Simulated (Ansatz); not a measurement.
**MnZn (Pm-3m): relaxing the cell for a phonon run**

Wanted: the relaxed cell of MnZn (Pm-3m).

Main program and level: Ansatz 0.2.0; DFT PBEsol, scalar-relativistic, plane waves, PAW; PAW set soft_1.

In doubt: warnings of the run leave room for a lower electronic state (steps 3, 4, 7), so energies may not be the lowest and differences between runs may mislead.

## (1) Set-up

It takes space group Pm-3m (No. 221, cubic). The conventional cell has a = 3.070 Å, b = 3.070 Å, c = 3.070 Å, α = 90.00°, β = 90.00°, γ = 90.00°. Nearest to Mn lie 8 Zn at 2.66 Å. Nearest to Zn lie 8 Mn at 2.66 Å. Farther neighbours are not listed.

## (2) A magnetic order at the starting cell, 2 atoms

Phonons depend on the magnetic state, so simple orders are compared first, at the starting cell. This run starts ferromagnetic.

Input file input.yaml:

```yaml
crystal:
  lattice:
    - [3.07, 0.0, 0.0]
    - [0.0, 3.07, 0.0]
    - [0.0, 0.0, 3.07]
  atoms:
    - { symbol: Mn, position: [0.0, 0.0, 0.0], spin: 4.0 }
    - { symbol: Zn, position: [0.5, 0.5, 0.5] }
kpoints:
  mp_grid: { grid: [10, 10, 10] }
hamiltonian:
  xc: pbesol
  pseudopotentials: { kind: paw, azcp: { folder: soft_1 }, xc_functional: pbe }
scf:
  occupations: { method: gaussian, width: 0.05 }
  max_iter: 100
output:
  forces: true
  stress: true
  eigenvalues: true
  populations: true
magnetization:
  spin_polarized: true
```

Run with:

```console
ansatz run input.yaml --threads 4 --pin off --max-ram 10240MiB --backend cpu --events-out ev --progress --plain --runs-dir out
```

Numbers of over 12 decimals in the logs are rounded to 6 here.

Output:

```text
Engine: ansatz 0.2.0, x86_64-unknown-linux-gnu
Pseudopotentials: kind: paw
Pseudopotential: Mn, paw, valence charge 15, recommended cutoff 420 eV (normal), soft_1/Mn.paw.azcp
Pseudopotential: Zn, paw, valence charge 12, recommended cutoff 420 eV (normal), soft_1/Zn.paw.azcp
Functional definition: PBEsol
  exchange = pbesol_x
  correlation = pbesol_c
[...]
k-point 2 ↑: bands = [... 10 lower, 10.2316, 10.2648, 11.1877, 11.1877, 11.4767, 15.5482, 19.9714, 19.9714, ... 2 higher]
  k-point 55 ↓: bands = [... 10 lower, 10.9907, 10.9907, 14.9733, 14.9733, 15.4932, 17.9242, 17.9242, 17.9242, ... 2 higher]
--- Löwdin populations: 2 sites ---
  site symbol       q [e]    m [muB]
     0     Mn     15.0562     3.2972
     1     Zn     11.2090    -0.0554
  spilling = 0.027215 (of n_electrons = 27.000000)
[key lines of the parts left out:]
SCF converged after 12 iterations
Magnetization: 3.0745 μB (15.0373 up, 11.9627 down)
Free energy (F): -7149.289689 eV
Fermi energy:    12.773130 eV
P = ⅓ Tr σ = -12.2943 GPa (-122.943 kbar)
```

Run time: 1.5 s. Hardware: 4 threads of AMD EPYC 9R45, shared host; peak memory 0.41 GiB.

Numbers from this step:

```yaml
magnetization: 3.075 μB
absolute_magnetization: 3.405 μB
site_moments: 3.110, -0.07125 μB
pressure: -12.29 GPa
volume_per_atom: 14.47 Å³
gap_on_the_k_mesh: 0 eV
```

The cell carries a net spin moment of 3.07 μB and an absolute one of 3.41 μB.

## (3) A magnetic order at the starting cell, 4 atoms

Phonons depend on the magnetic state, so simple orders are compared first, at the starting cell. This run starts antiferromagnetic, q = (0.5, 0.5, 0.5).

System of this step: MnZn (Pm-3m). The structure is cubic, space group Pm-3m (No. 221). The conventional cell has a = 3.070 Å, b = 3.070 Å, c = 3.070 Å, α = 90.00°, β = 90.00°, γ = 90.00°. Mn has 8 Zn at 2.66 Å nearest. Nearest to Zn lie 8 Mn at 2.66 Å. Farther neighbours are not listed.

input.yaml, the sections that differ from step 2:

```yaml
crystal:
  lattice:
    - [3.07, 3.07, 0.0]
    - [3.07, 0.0, 3.07]
    - [3.07, 0.0, -3.07]
  atoms:
    - { symbol: Mn, position: [0.0, 0.0, 0.0], spin: 4.0 }
    - { symbol: Mn, position: [0.0, 0.5, 0.5], spin: -4.0 }
    - { symbol: Zn, position: [0.5, 0.25, 0.75] }
    - { symbol: Zn, position: [0.5, 0.75, 0.25] }
# kpoints, hamiltonian, scf, output, magnetization: as in step 2
```

Output:

```text
[...]
Crystal: 4 atoms, lattice volume = 57.869 Å³
Basis set: ecut = 420 eV, 1139 PW (Γ), exchange–correlation on 60×60×60 points (8 copies of the dense FFT grid, shifted against one another)
Bands: 38, of which v1, the nominal top of the filled ones, is band 27 counted from 1 (26 counted from 0)
Symmetry: 48 space group operations
[...]
k-point 46 ↓: bands = [... 23 lower, 10.7027, 10.8407, 11.0439, 11.4177, 13.4716, 13.6968, 13.7682, 14.1297, ... 7 higher]
--- Löwdin populations: 4 sites ---
  site symbol       q [e]    m [muB]
     0     Mn     14.9442     3.6703
     1     Mn     14.9442    -3.6703
     2     Zn     11.2540     0.0000
     3     Zn     11.2540     0.0000
  spilling = 0.029696 (of n_electrons = 54.000000)
[key lines of the parts left out:]
SCF converged after 12 iterations
Magnetization: 0.0000 μB (27.0000 up, 27.0000 down)
Free energy (F): -14298.688527 eV
Fermi energy:    13.080383 eV
P = ⅓ Tr σ = -9.7780 GPa (-97.780 kbar)
```

The job ended after 1.3 s (4 threads; peak memory 0.55 GiB; 4.4 s of CPU time).

This step gave:

```
absolute magnetization : 7.533 μB
site moments           : 3.428, -3.428, 2.48e-17, -1.21e-16 μB
pressure               : -9.778 GPa
```

The cell carries a net spin moment of 0.00 μB and an absolute one of 7.53 μB, so the moments cancel.

## (4) A magnetic order at the starting cell, 4 atoms (run 2)

Phonons depend on the magnetic state, so simple orders are compared first, at the starting cell. This run starts antiferromagnetic, q = (0, 0, 0.5).

input.yaml, the sections that differ from step 3:

```yaml
crystal:
  lattice:
    - [3.07, 0.0, 0.0]
    - [0.0, 3.07, 0.0]
    - [0.0, 0.0, 6.14]
  atoms:
    - { symbol: Mn, position: [0.0, 0.0, 0.0], spin: 4.0 }
    - { symbol: Mn, position: [0.0, 0.0, 0.5], spin: -4.0 }
    - { symbol: Zn, position: [0.5, 0.5, 0.25] }
    - { symbol: Zn, position: [0.5, 0.5, 0.75] }
kpoints:
  mp_grid: { grid: [10, 10, 6] }
# hamiltonian, scf, output, magnetization: as in step 3
```

Output:

```text
[...]
Crystal: 4 atoms, lattice volume = 57.869 Å³
Basis set: ecut = 420 eV, 1173 PW (Γ), exchange–correlation on 48×48×90 points (8 copies of the dense FFT grid, shifted against one another)
Bands: 38, of which v1, the nominal top of the filled ones, is band 27 counted from 1 (26 counted from 0)
Symmetry: 16 space group operations
[...]
k-point 83 ↓: bands = [... 23 lower, 11.2254, 11.2254, 11.9957, 13.6513, 14.2347, 14.2347, 15.1459, 15.2696, ... 7 higher]
--- Löwdin populations: 4 sites ---
  site symbol       q [e]    m [muB]
     0     Mn     15.0181     3.5658
     1     Mn     15.0181    -3.5658
     2     Zn     11.2424     0.0000
     3     Zn     11.2424     0.0000
  spilling = 0.027390 (of n_electrons = 54.000000)
[key lines of the parts left out:]
SCF converged after 12 iterations
Magnetization: 0.0000 μB (27.0000 up, 27.0000 down)
Free energy (F): -14298.462467 eV
Fermi energy:    12.838704 eV
P = ⅓ Tr σ = -9.0064 GPa (-90.064 kbar)
```

It took 2.9 s on 4 threads; peak memory 0.65 GiB.

The cell carries a net spin moment of 0.00 μB and an absolute one of 7.19 μB, so the moments cancel.

## (5) The orders compared

An antiferromagnetic start is carried into the relaxation if it ends more than 3 meV per atom below the ferromagnetic start.

This step gave:

```yaml
start_carried_on: antiferromagnetic, q = (0.5, 0.5, 0.5)
```

Orders, by row:

```csv
starting order,atoms,energy from the first start (meV/atom),largest moment (μB),gap on mesh (eV),net moment of the cell (μB),order kept
ferromagnetic,2,0,3.11,0,3.07,yes
"antiferromagnetic, q = (0.5, 0.5, 0.5)",4,-27,3.43,0,0,yes
"antiferromagnetic, q = (0, 0, 0.5)",4,29.6,3.34,0,0,yes
```

The start carried on is the antiferromagnetic, q = (0.5, 0.5, 0.5) one.

## (6) A coarse first look

A quick single point on a coarse mesh tells whether the cell has a gap and how far it is from rest, which sets the k mesh and smearing that follow.

input.yaml, the sections that differ from step 4:

```yaml
crystal:
  lattice:
    - [3.07, 3.07, 0.0]
    - [3.07, 0.0, 3.07]
    - [3.07, 0.0, -3.07]
  atoms:
    - { symbol: Mn, position: [0.0, 0.0, 0.0], spin: 4.0 }
    - { symbol: Mn, position: [0.0, 0.5, 0.5], spin: -4.0 }
    - { symbol: Zn, position: [0.5, 0.25, 0.75] }
    - { symbol: Zn, position: [0.5, 0.75, 0.25] }
kpoints:
  mp_grid: { grid: [6, 6, 6] }
scf:
  occupations: { method: gaussian, width: 0.1 }
  lower_state_search: "off"
# hamiltonian, output, magnetization: as in step 4
```

Output:

```text
[...]
Crystal: 4 atoms, lattice volume = 57.869 Å³
Basis set: ecut = 420 eV, 1139 PW (Γ), exchange–correlation on 60×60×60 points (8 copies of the dense FFT grid, shifted against one another)
Bands: 38, of which v1, the nominal top of the filled ones, is band 27 counted from 1 (26 counted from 0)
Symmetry: 48 space group operations
[...]
k-point 15 ↓: bands = [... 23 lower, 10.6963, 10.7896, 11.1312, 11.4315, 13.3471, 13.7363, 13.7752, 14.1424, ... 7 higher]
--- Löwdin populations: 4 sites ---
  site symbol       q [e]    m [muB]
     0     Mn     14.9427     3.6836
     1     Mn     14.9427    -3.6836
     2     Zn     11.2556     0.0000
     3     Zn     11.2556     0.0000
  spilling = 0.029690 (of n_electrons = 54.000000)
[key lines of the parts left out:]
SCF converged after 11 iterations
Magnetization: 0.0000 μB (27.0000 up, 27.0000 down)
Free energy (F): -14298.705504 eV
Fermi energy:    13.076784 eV
P = ⅓ Tr σ = -9.5913 GPa (-95.913 kbar)
```

The job ended after 0.47 s (4 threads; peak memory 0.43 GiB; 1.4 s of CPU time).

Numbers from this step:

```
absolute magnetization : 7.557 μB
site moments           : 3.442, -3.442, 1.52e-16, -2.57e-16 μB
pressure               : -9.591 GPa
```

The coarse mesh shows no gap and a pressure of -9.6 GPa.

## (7) Rough relaxation

A rough relaxation comes first, because large forces or stress need no tight tolerances yet.

input.yaml, the sections that differ from step 6:

```yaml
crystal:
  lattice:
    - [3.07, 3.07, 0.0]
    - [3.07, 0.0, 3.07]
    - [3.07, 0.0, -3.07]
  atoms:
    - { symbol: Mn, position: [0.0, 0.0, 0.0], spin: 3.79 }
    - { symbol: Mn, position: [0.0, 0.5, 0.5], spin: -3.79 }
    - { symbol: Zn, position: [0.5, 0.25, 0.75] }
    - { symbol: Zn, position: [0.5, 0.75, 0.25] }
scf:
  occupations: { method: gaussian, width: 0.1 }
relax:
  adjacent_minimum: "off"
  f_tol: 0.05
  max_steps: 80
  cell: { stress_tol: 0.5 }
# kpoints, hamiltonian, output, magnetization: as in step 6
```

Output:

```text
[...]
Crystal: 4 atoms, lattice volume = 57.869 Å³
Basis set: ecut = 420 eV, 1139 PW (Γ), exchange–correlation on 60×60×60 points (8 copies of the dense FFT grid, shifted against one another)
Bands: 37, of which v1, the nominal top of the filled ones, is band 27 counted from 1 (26 counted from 0)
Symmetry: 48 space group operations
[...]
- { symbol: Mn, position: [0, 0.5, 0.5] }
    - { symbol: Zn, position: [0.5, 0.250000, 0.750000] }
    - { symbol: Zn, position: [0.5, 0.75, 0.250000] }
--- Löwdin populations: 4 sites ---
  site symbol       q [e]    m [muB]
     0     Mn     15.0202     3.3851
     1     Mn     15.0202    -3.3851
     2     Zn     11.2132     0.0000
     3     Zn     11.2132     0.0000
  spilling = 0.028394 (of n_electrons = 54.000000)
[key lines of the parts left out:]
SCF converged after 10 iterations
Magnetization: 0.0000 μB (27.0000 up, 27.0000 down)
Free energy (F): -14298.901945 eV
Fermi energy:    14.929745 eV
P = ⅓ Tr σ = 0.0356 GPa (0.356 kbar)
```

Wall time 2.3 s (4 threads); peak memory 0.46 GiB; 7.2 s of CPU time.

The steps of the relaxation:

```csv
step,energy less that of the first step (eV),largest force component (eV/Å),pressure (GPa),volume (Å³)
1,0.0000,0.0000,-9.59,57.87
2,-0.1903,0.0000,-2.70,53.25
3,-0.2026,0.0000,0.68,51.63
4,-0.2029,0.0000,0.01,51.93
5*,-0.1964,0.0000,0.04,51.93
```

Relaxation steps marked * repeat the geometry before them on a plane-wave basis chosen anew for their cell, so energy and pressure can jump there.

The run keeps the 48 symmetry operations that it works with, so distortions that break them were not tested.

```csv
cell as run,before,after,change
a (Å),4.342,4.188,-3.5 %
b (Å),4.342,4.188,-3.5 %
c (Å),4.342,4.188,-3.5 %
volume (Å³/atom),14.47,12.98,-10.3 %
```

The relaxed structure:

```xyz
4
Lattice="2.9612 2.9612 0.0000 2.9612 0.0000 2.9612 2.9612 0.0000 -2.9612" Properties=species:S:1:pos:R:3 pbc="T T T"
Mn    0.0000    0.0000    0.0000
Mn    2.9612    0.0000    0.0000
Zn    4.4417    1.4806   -1.4806
Zn    4.4417    1.4806    1.4806
```

This step gave:

```
absolute magnetization : 6.923 μB
site moments           : 3.130, -3.130, 2.01e-17, -1.24e-16 μB
pressure               : 0.03556 GPa
volume per atom        : 12.98 Å³
```

In this step the volume went from 14.47 to 12.98 Å³/atom.

(Continued in part 2 of 2.)

[Logs are printed without paths, hosts, clocks, repeated set-up lines and the standing remarks that a program may print on its own settings, such as how far it seeks lower states.]

[Hosts, paths, dates, database ids (printed as entryN), source tags and the programs' standing remarks are cut or masked in the printed files.]
